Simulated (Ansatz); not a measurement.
# O on Ir(111): change of the work function, part 3 of 3

Wanted: Δφ(θ) for O/Ir(111), starting from the fcc site.

Ansatz 0.2.0; plane-wave DFT, PBE, Ansatz PAW.

So far, work function, upper face (eV): step 2 (the clean slab) 5.49; step 3 (17 atoms, coverage 0.25 ML, cell 2x2) 5.69.

### Step 4. Adsorbate added, k-mesh 12×12×1, coverage 1 ML

System of this step: Ir4O (O/Ir(111)). The cell holds 5 atoms: 4 Ir and 1 O. Cell: a = 2.715 Å, b = 2.715 Å, c = 26.080 Å, α = 90.0°, β = 90.0°, γ = 60.0°. Vacuum lies along c.

Another coverage, to see how the dipoles act on each other as their distance changes.

input.yaml reads:

```yaml
crystal:
  lattice:
    - [2.7152900398, 0.0, 0.0]
    - [1.3576450199, 2.3515101531, 0.0]
    - [0.0, 0.0, 26.0803608811]
  atoms:
    - { symbol: Ir, position: [0.0, 0.0, 0.3450872494] }
    - { symbol: Ir, position: [0.3333333333, 0.3333333333, 0.4300947017] }
    - { symbol: Ir, position: [0.6666666667, 0.6666666667, 0.5150031948] }
    - { symbol: Ir, position: [0.0, 0.0, 0.599504085] }
    - { symbol: O, position: [0.3333333333, 0.3333333333, 0.6549127506] }
kpoints:
  mp_grid: { grid: [12, 12, 1] }
hamiltonian:
  xc: pbe
scf:
  occupations: { method: fermi_dirac, width: 0.1 }
  convergence: { dr2_threshold: 1.0e-08 }
efield:
  axis: 3
  dipole_correction: true
  ramp_position: 0.97
  ramp_width: 0.06
relax:
  f_tol: 0.02
  max_steps: 60
  constraints: [{ sites: [0, 1] }]
output:
  write_potential: true
  write_density: true
  volumetric_format: npy
```

Run with:

```
> ansatz run input.yaml --threads 4 --pin off --max-ram 6144MiB --backend cpu --events-out ev --progress --plain --runs-dir out
```

Numbers of over 12 decimals in the logs are rounded to 6 here.

The log of the run:

```text
[...]
Crystal: 5 atoms, lattice volume = 166.524 Å³
Basis set: ecut = 420 eV, 3309 PW (Γ), exchange–correlation on 40×40×360 points (8 copies of the dense FFT grid, shifted against one another)
Bands: 45, of which v1, the nominal top of the filled ones, is band 37 counted from 1 (36 counted from 0)
Symmetry: 6 space group operations
[...]
k-points: 19 of 144 (time reversal used)
[...]
SCF iter   1: F=—  HF=-48305.140651 eV  |F-HF|=—  |Δ(HF+E_count)|=         —  Δρ=6.81e-3  dr2=8.26e-1  ethr=1.77e-3  p=-0.054 e·Å  D=-5.84e-2 V/Å  ΔV_dip=1.52 eV  dr2_dipole=3.27e-1  V_vac-E_F(+/−)=6.75/5.23 eV  ⟨swp⟩=8.9  Hψ=4176  notcnv=0  defer=2
[...]
SCF iter   9: F=-48305.133221 eV  HF=-48305.133221 eV  |F-HF|=9.63e-9  |Δ(HF+E_count)|=   2.00e-8  Δρ=7.49e-7  dr2=1.34e-9  ethr=1.35e-11  p=-0.053 e·Å  D=-5.72e-2 V/Å  ΔV_dip=1.49 eV  dr2_dipole=7.76e-11  V_vac-E_F(+/−)=7.02/5.53 eV  ⟨swp⟩=10.8  Hψ=6198  notcnv=0
SCF 1 converged in 9 iterations: F = -48305.133221 eV  dr2 = 1.34e-9
[...]
relax step   1: F+E_penalty+E_count = -48305.13322092 eV  Δ(F+E_penalty+E_count) = +0.000e0 eV  max|allowed force component| = 2.308e0 eV/Å  Δτ_max = 0.0000 Å  (9 SCF iters, accepted)
[...]
SCF iter   9: F=-48305.280238 eV  HF=-48305.280238 eV  |F-HF|=7.74e-9  |Δ(HF+E_count)|=   3.00e-8  Δρ=9.24e-7  dr2=2.21e-9  ethr=1.35e-11  p=-0.032 e·Å  D=-3.51e-2 V/Å  ΔV_dip=0.92 eV  dr2_dipole=8.41e-13  V_vac-E_F(+/−)=6.46/5.54 eV  ⟨swp⟩=11.1  Hψ=6866  notcnv=0
SCF 2 converged in 9 iterations: F = -48305.280238 eV  dr2 = 2.21e-9
relax step   2: F+E_penalty+E_count = -48305.28023790 eV  Δ(F+E_penalty+E_count) = -1.470e-1 eV  max|allowed force component| = 8.177e-1 eV/Å  Δτ_max = 0.1552 Å  (9 SCF iters, accepted)
[...]
SCF iter   8: F=-48305.314818 eV  HF=-48305.314818 eV  |F-HF|=1.04e-7  |Δ(HF+E_count)|=   4.63e-7  Δρ=2.05e-6  dr2=7.73e-9  ethr=1.35e-11  p=-0.022 e·Å  D=-2.36e-2 V/Å  ΔV_dip=0.62 eV  dr2_dipole=2.92e-10  V_vac-E_F(+/−)=6.14/5.53 eV  ⟨swp⟩=9.6  Hψ=7525  notcnv=0
SCF 3 converged in 8 iterations: F = -48305.314818 eV  dr2 = 7.73e-9
relax step   3: F+E_penalty+E_count = -48305.31481781 eV  Δ(F+E_penalty+E_count) = -3.458e-2 eV  max|allowed force component| = 2.725e-1 eV/Å  Δτ_max = 0.1614 Å  (8 SCF iters, accepted)
[...]
relax step   4: F+E_penalty+E_count = -48305.32071595 eV  Δ(F+E_penalty+E_count) = -5.898e-3 eV  max|allowed force component| = 5.797e-2 eV/Å  Δτ_max = 0.0386 Å  (8 SCF iters, accepted)
SCF iter   1: F=—  HF=-48305.320881 eV  |F-HF|=—  |Δ(HF+E_count)|=         —  Δρ=3.78e-4  dr2=1.02e-3  ethr=1.59e-6  p=-0.023 e·Å  D=-2.52e-2 V/Å  ΔV_dip=0.66 eV  dr2_dipole=4.35e-4  V_vac-E_F(+/−)=6.18/5.52 eV  ⟨swp⟩=2.5  Hψ=1579  notcnv=0  defer=5
[...]
SCF iter   6: F=-48305.320858 eV  HF=-48305.320858 eV  |F-HF|=3.82e-8  |Δ(HF+E_count)|=   4.06e-8  Δρ=1.24e-6  dr2=3.34e-9  ethr=1.35e-11  p=-0.023 e·Å  D=-2.46e-2 V/Å  ΔV_dip=0.64 eV  dr2_dipole=4.08e-10  V_vac-E_F(+/−)=6.16/5.52 eV  ⟨swp⟩=9.8  Hψ=7333  notcnv=0
SCF 5 converged in 6 iterations: F = -48305.320858 eV  dr2 = 3.34e-9
relax step   5: F+E_penalty+E_count = -48305.32085834 eV  Δ(F+E_penalty+E_count) = -1.424e-4 eV  max|allowed force component| = 8.056e-3 eV/Å  Δτ_max = 0.0027 Å  (6 SCF iters, accepted)
[...]
SCF converged after 6 iterations
Free energy (F): -48305.320858 eV
[...]
Internal energy: -48305.173767 eV  (E = F + TS)
E sigma→0 (E₀):  -48305.247313 eV
Entropy (-TS):   -0.147091 eV (-29.418 meV/atom)
Fermi energy:    5.534342 eV
Dipole field:    D = -0.024620 V/Å  (p = -0.022657 e·Å, saw-weighted, corrected)
Work function:   Φ+ = 6.1636 eV   Φ− = 5.5214 eV
[...]
--- Forces (eV/Å), atoms counted from 1 ---
  atom   1  Ir     0.00000000    -0.00000000     0.17047574
  atom   2  Ir    -0.00000000    -0.00000000    -0.16839737
  atom   3  Ir    -0.00000000     0.00000000    -0.00420218
  atom   4  Ir     0.00000000     0.00000000     0.00805554
  atom   5  O      0.00000000     0.00000000    -0.00593801
  max |Σ_I F_I| component: 6.27e-6 eV/Å
--- Band table (eV; the first three rows and the last of 19) ---
  k-point 0: bands = [... 33 lower, 2.9936, 2.9936, 4.3398, 4.3398, 4.8183, 4.8183, 5.2769, 5.8508, ... 4 higher]
  k-point 1: bands = [... 33 lower, 2.9101, 3.0035, 4.2007, 4.2669, 4.4648, 4.8687, 5.1486, 5.8877, ... 4 higher]
  k-point 2: bands = [... 33 lower, 2.8741, 3.4548, 3.5968, 4.2172, 4.2867, 4.9422, 5.5503, 5.9625, ... 4 higher]
  k-point 18: bands = [... 33 lower, 4.0252, 4.5673, 4.9282, 5.6552, 5.9102, 6.2552, 7.2714, 11.1191, ... 4 higher]
--- Relaxed structure (5 steps of the walk, 5 accepted, 0 SCFs on fresh bases) ---
  F+E_penalty+E_count = -48305.32085834 eV   max|allowed force component| = 8.056e-3 eV/Å
  atoms:
[...]
- { symbol: Ir, position: [0.333333, 0.333333, 0.430095] }
    - { symbol: Ir, position: [0.666667, 0.666667, 0.515817] }
[...]
- { symbol: O, position: [0.333333, 0.333333, 0.652005] }
```

The job ended after 11 s (4 threads of Intel Xeon Platinum 8488C (Sapphire Rapids), shared host; peak memory 0.63 GiB; 40 s of CPU time).

The steps of the relaxation:

```
step  energy less that of the first step (eV)  largest force component (eV/Å)
   1                                   0.0000                          2.3082
   2                                  -0.1470                          0.8177
   3                                  -0.1816                          0.2725
   4                                  -0.1875                          0.0580
   5                                  -0.1876                          0.0081
```

The run keeps the 6 symmetry operations that it works with, so distortions that break them were not tested.

The atoms that moved most (Å):

```
atom     dx     dy      dz  length
 Ir4  0.000  0.000   0.091   0.091
  O5  0.000  0.000  -0.076   0.076
 Ir3  0.000  0.000   0.021   0.021
```

The relaxed structure:

```cif
data_structure
_symmetry_space_group_name_H-M 'P 1'
_symmetry_Int_Tables_number 1
_cell_length_a 2.7153
_cell_length_b 2.7153
_cell_length_c 26.0804
_cell_angle_alpha 90.000
_cell_angle_beta 90.000
_cell_angle_gamma 60.000
_cell_volume 166.52
loop_
_atom_site_label
_atom_site_type_symbol
_atom_site_fract_x
_atom_site_fract_y
_atom_site_fract_z
_atom_site_occupancy
Ir1 Ir 0.00000 0.00000 0.34509 1
Ir2 Ir 0.33333 0.33333 0.43009 1
Ir3 Ir 0.66667 0.66667 0.51582 1
Ir4 Ir 0.00000 0.00000 0.60298 1
O5 O 0.33333 0.33333 0.65201 1
```

Numbers from this step:

```yaml
energy_at_zero_smearing: -48305.2473 eV
work_function_upper_face: 6.164 eV
work_function_lower_face: 5.521 eV
dipole_along_the_normal: -0.02266 e·Å
step_between_the_vacuum_levels: 0.6421 eV
```

Running mean over 2.217 Å of the planar mean; the ramp of the sawtooth is left out. The electron's electrostatic potential energy less the Fermi level by z:

```
z (Å)  electron's electrostatic potential energy less the Fermi level (eV)
  3.5                                                                 5.52
  4.0                                                                 5.52
  4.5                                                                 5.52
  5.0                                                                 5.52
  5.5                                                                 5.50
  6.0                                                                 5.44
  6.5                                                                 5.21
  7.0                                                                 4.28
  7.5                                                                0.804
  8.0                                                                -5.49
  8.5                                                                -10.8
  9.0                                                                -12.7
  9.5                                                                -13.1
 10.0                                                                -13.3
 10.5                                                                -13.4
 11.0                                                                -13.5
 11.5                                                                -13.5
 12.0                                                                -13.3
 12.5                                                                -13.3
 13.0                                                                -13.3
 13.5                                                                -13.4
 14.0                                                                -13.2
 14.5                                                                -13.1
 15.0                                                                -13.5
 15.5                                                                -14.7
 16.0                                                                -16.1
 16.5                                                                -13.7
 17.0                                                                -7.11
 17.5                                                                -1.38
 18.0                                                                 2.38
 18.5                                                                 5.19
 19.0                                                                 6.04
 19.5                                                                 6.14
 20.0                                                                 6.16
 20.5                                                                 6.16
 21.0                                                                 6.16
 21.5                                                                 6.16
 22.0                                                                 6.16
 22.5                                                                 6.16
 23.0                                                                 6.16
```

The relaxation took 5 steps and lowered the energy by 0.19 eV; the largest force on the free atoms ends at 0.0081 eV/Å.

The covered face has 6.16 eV, +0.68 eV against the clean one; the bare back face has moved by +0.03 eV, a measure of how thin the slab is.

### Step 5. Work function against coverage

This step: plane-wave DFT, PBE, Ansatz PAW; work function against coverage (Ansatz 0.2.0).

The runs are now put side by side.

This step gave:

```yaml
work_function_of_the_clean_face: 5.486 eV
largest_change_of_the_work_function: 0.6772 eV
```

Work function of the covered face against coverage:

```
coverage (adsorbates/nm²)  work function of the covered face (eV)
                     0.00                                    5.49
                     3.92                                    5.69
                    15.66                                    6.16
```

The dipole per adsorbate comes from the change of the cell's dipole. Coverage, by row:

```
coverage (1/nm²)  coverage (ML)  work function (eV)  change (eV)  dipole per adsorbate, positive end outwards (debye)  mean height of the added atoms over the highest substrate atom (Å)
           3.915           0.25               5.685        0.199                                               -0.137                                                               1.257
           15.66              1               6.164       0.6772                                                -0.11                                                               1.279
```

### Step 6. Outcome

```json
{
  "work function of the clean face": "5.49 eV",
  "work function at 0.25 ML": "5.69 eV",
  "work function at 1 ML": "6.16 eV",
  "dipole per adsorbate at 0.25 ML, positive end outwards": "-0.14 D"
}
```

**Reading.** O raises the work function of Ir(111) at the lowest coverage, by 0.20 eV: the adsorbate layer has its negative end outwards. The slab has 4 layers, at the tabulated experimental lattice constant, one starting site was run, and quantum-size effects of a slab this thin can reach one or two tenths of an eV.

[Logs are printed without paths, hosts, clocks, repeated set-up lines and the standing remarks that a program may print on its own settings, such as how far it seeks lower states.]

[Hosts, paths, dates, database ids (printed as entryN), source tags and the programs' standing remarks are cut or masked in the printed files.]

[Maps of the electrostatic potential energy from Ansatz leave out the sawtooth potential of an applied field or a dipole correction, so their vacuum need not be flat; planar profiles and work functions include it.]
